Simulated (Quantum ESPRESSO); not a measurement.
# E(q) of MnO (Manganosite) from supercells, part 2 of 2

This program has no spiral boundary conditions, so spirals of MnO (Manganosite) are built in supercells. What do they cost, in energy and in time?

Quantum ESPRESSO 7.5; LDA; plane waves with GBRV 1.5 LDA potentials, no spin-orbit coupling, flat spiral in a supercell.

So far: Set-up; Parallel moments, one cell; One turn in 2 cells along the input cell's a; One turn in 3 cells along the input cell's a.

### Step 4. One turn in 3 cells along the input cell's a (continued)

Spin moment in the atom's sphere by atom:

```csv
atom,x (μB),y (μB),z (μB),size
Mn1,3.99,0.00,0.00,3.99
Mn2,-1.99,3.46,0.00,3.99
Mn3,-1.99,-3.46,0.00,3.99
O4,0.06,0.11,0.00,0.12
O5,-0.12,0.00,0.00,0.12
O6,0.06,-0.11,0.00,0.12
```

Read from the output:

| Property | Result |
| --- | --- |
| smearing term TS | 0.08559 eV |
| magnetization | 0, 0, 0 μB |
| absolute magnetization | 13.65 μB |
| final state | non-collinear |

### Step 5. One turn in 4 cells along the input cell's a

Neighbouring cells are turned by 90° in the xy plane; the cell holds 8 atoms.

pw.in

```
&CONTROL
  calculation = 'scf'
  prefix = 'pwscf'
  outdir = './tmp'
  pseudo_dir = './pseudo'
  disk_io = 'nowf'
/
&SYSTEM
  ibrav = 0
  nat = 8
  ntyp = 8
  ecutwfc = 34
  ecutrho = 238
  nbnd = 110
  occupations = 'smearing'
  smearing = 'fd'
  degauss = 0.00999582
  noncolin = .true.
  starting_magnetization(1) = 0.3
  angle1(1) = 90
  angle2(1) = 0
  starting_magnetization(2) = 0.3
  angle1(2) = 90
  angle2(2) = 90
  starting_magnetization(3) = 0.3
  angle1(3) = 90
  angle2(3) = 180
  starting_magnetization(4) = 0.3
  angle1(4) = 90
  angle2(4) = -90
  starting_magnetization(5) = 0
  starting_magnetization(6) = 0
  starting_magnetization(7) = 0
  starting_magnetization(8) = 0
/
&ELECTRONS
  conv_thr = 1.6d-08
  electron_maxstep = 150
  mixing_beta = 0.3
/
ATOMIC_SPECIES
Mn1    54.9380 mn_lda_v1.5.uspp.F.UPF
Mn2    54.9380 mn_lda_v1.5.uspp.F.UPF
Mn3    54.9380 mn_lda_v1.5.uspp.F.UPF
Mn4    54.9380 mn_lda_v1.5.uspp.F.UPF
O1     15.9990 o_lda_v1.2.uspp.F.UPF
O2     15.9990 o_lda_v1.2.uspp.F.UPF
O3     15.9990 o_lda_v1.2.uspp.F.UPF
O4     15.9990 o_lda_v1.2.uspp.F.UPF
CELL_PARAMETERS bohr
   0.0000000000   16.8034447002   16.8034447002
   4.2008611750    0.0000000000    4.2008611750
   4.2008611750    4.2008611750    0.0000000000
ATOMIC_POSITIONS crystal
Mn1     0.0000000000    0.0000000000    0.0000000000
Mn2     0.2500000000    0.0000000000    0.0000000000
Mn3     0.5000000000    0.0000000000    0.0000000000
Mn4     0.7500000000    0.0000000000    0.0000000000
O1      0.1250000000    0.5000000000    0.5000000000
O2      0.3750000000    0.5000000000    0.5000000000
O3      0.6250000000    0.5000000000    0.5000000000
O4      0.8750000000    0.5000000000    0.5000000000
K_POINTS automatic
3 6 6 0 0 0
```

Launch:

```console
OMP_NUM_THREADS=1 mpirun -n 2 pw.x -nk 2 -in pw.in > pw.out
```

What it wrote:

```text
     [... lines left out ...]
Program PWSCF v.7.5 starts
     [... lines left out ...]
     number of atoms/cell      =            8
     [... lines left out ...]
     number of electrons       =        84.00
     number of Kohn-Sham states=          110
     kinetic-energy cutoff     =      34.0000  Ry
     charge density cutoff     =     238.0000  Ry
     scf convergence threshold =      1.6E-08
     [... lines left out ...]
     Noncollinear calculation without spin-orbit
     [... lines left out ...]
     No symmetry found
     [... lines left out ...]
     number of k points=   108  Fermi-Dirac smearing, width (Ry)=  0.0100
     [... lines left out ...]
     iteration # 14     ecut=    34.00 Ry     beta= 0.30
     [... lines left out ...]
     atom number    1 relative position :    0.0000   0.0000   0.0000
     [... lines left out ...]
     magnetization :          3.959150   -0.000058   -0.000021
     [... lines left out ...]
     atom number    2 relative position :    0.0000   0.1768   0.1768
[...]
magnetization :          0.000041    3.959151   -0.000028
[...]
atom number    3 relative position :    0.0000   0.3536   0.3536
[...]
magnetization :         -3.959152   -0.000078   -0.000004
[...]
atom number    4 relative position :    0.0000   0.5303   0.5303
[...]
magnetization :          0.000004   -3.959148   -0.000020
     [... lines left out ...]
     atom number    5 relative position :    0.1768   0.1768   0.1768
     [... lines left out ...]
     magnetization :          0.119063    0.119061   -0.000001
     [... lines left out ...]
     atom number    6 relative position :    0.1768   0.3536   0.3536
     [... lines left out ...]
     magnetization :         -0.119062    0.119061   -0.000001
     [... lines left out ...]
     atom number    7 relative position :    0.1768   0.5303   0.5303
     [... lines left out ...]
     magnetization :         -0.119063   -0.119068   -0.000001
     [... lines left out ...]
     atom number    8 relative position :    0.1768   0.7071   0.7071
     [... lines left out ...]
     magnetization :          0.119064   -0.119067   -0.000001
     [... lines left out ...]
     the Fermi energy is    12.8528 ev
!    total energy              =    -973.89951072 Ry
     estimated scf accuracy    <          4.5E-09 Ry
     smearing contrib. (-TS)   =      -0.01287385 Ry
     [... lines left out ...]
     total magnetization       =     0.00    -0.00    -0.00 Bohr mag/cell
     absolute magnetization    =    18.29 Bohr mag/cell
     convergence has been achieved in  14 iterations
```

Elapsed: 9.2 min, on 2 MPI ranks of Intel Xeon Platinum 8488C (Sapphire Rapids), shared host; peak memory 1.1 GiB; 18 min of CPU time.

Numbers from this step:

| Item | Value |
| --- | --- |
| smearing term TS | 0.1752 eV |
| magnetization | 0, 0, 0 μB |
| absolute magnetization | 18.29 μB |
| final state | non-collinear |
| largest moment | 3.959 μB |

### Step 6. The spirals together

Spirals:

```csv
q along the reciprocal vector,energy less that at q = 0 (meV a seeded atom),largest site moment (μB),typed angles kept,CPU time (s)
0,0,3.898,yes,42.92
0.25,-28.47,3.959,yes,1105
0.3333,-51.34,3.99,yes,689.1
0.5,-83.05,4.005,yes,199.2
```

The energy less that at q = 0, self-consistent by path:

```csv
path (Å⁻¹),"energy less that at q = 0, self-consistent (meV a seeded atom)"
0.000,0
0.612,-28.5
0.816,-51.3
1.224,-83.1
```

### Step 7. Outcome

- lowest point: q = 0.5 along a*, -83.1 meV a seeded atom
- highest point: q = 0, 0 meV a seeded atom

The state at q = 0.5 lies 83 meV a seeded atom under the parallel one, with neighbouring cells opposed. The moment changes by 2.7 % between the spirals. The cell of 4 repeats took 26 times the CPU time of the single cell, though its mesh is shorter in proportion. Here a and a* are vectors of the cell in the input, which need not be the conventional cell, and only this direction was probed. The mesh is coarse, so differences of some ten meV can be noise in a metal. Energies are free energies at an electronic temperature of 1580 K, which lowers moments and differences where the moments are itinerant. No Hubbard term acts here. In such compounds local and semilocal functionals without one often delocalise the d electrons, and can shrink or lose moments and miss the size, sign and order of the couplings. The cutoff lies under the 40 Ry that these files are usually run at. The smearing term is large for its width, so states at the Fermi level are partly filled: at this level the cell is a metal or has a gap of a few widths at most.

[Logs and program files are shortened in this print: banners, set-up blocks, solver, clock and traceback lines can be left out without a mark of their own.]

[Logs are printed without paths, hosts, clocks, repeated set-up lines and the standing remarks that a program may print on its own settings, such as how far it seeks lower states.]

[Hosts, paths, dates, database ids (printed as entryN), source tags and the programs' standing remarks are cut or masked in the printed files.]

[Where a cell is said to come from a database of computed structures, the database is the Materials Project.]
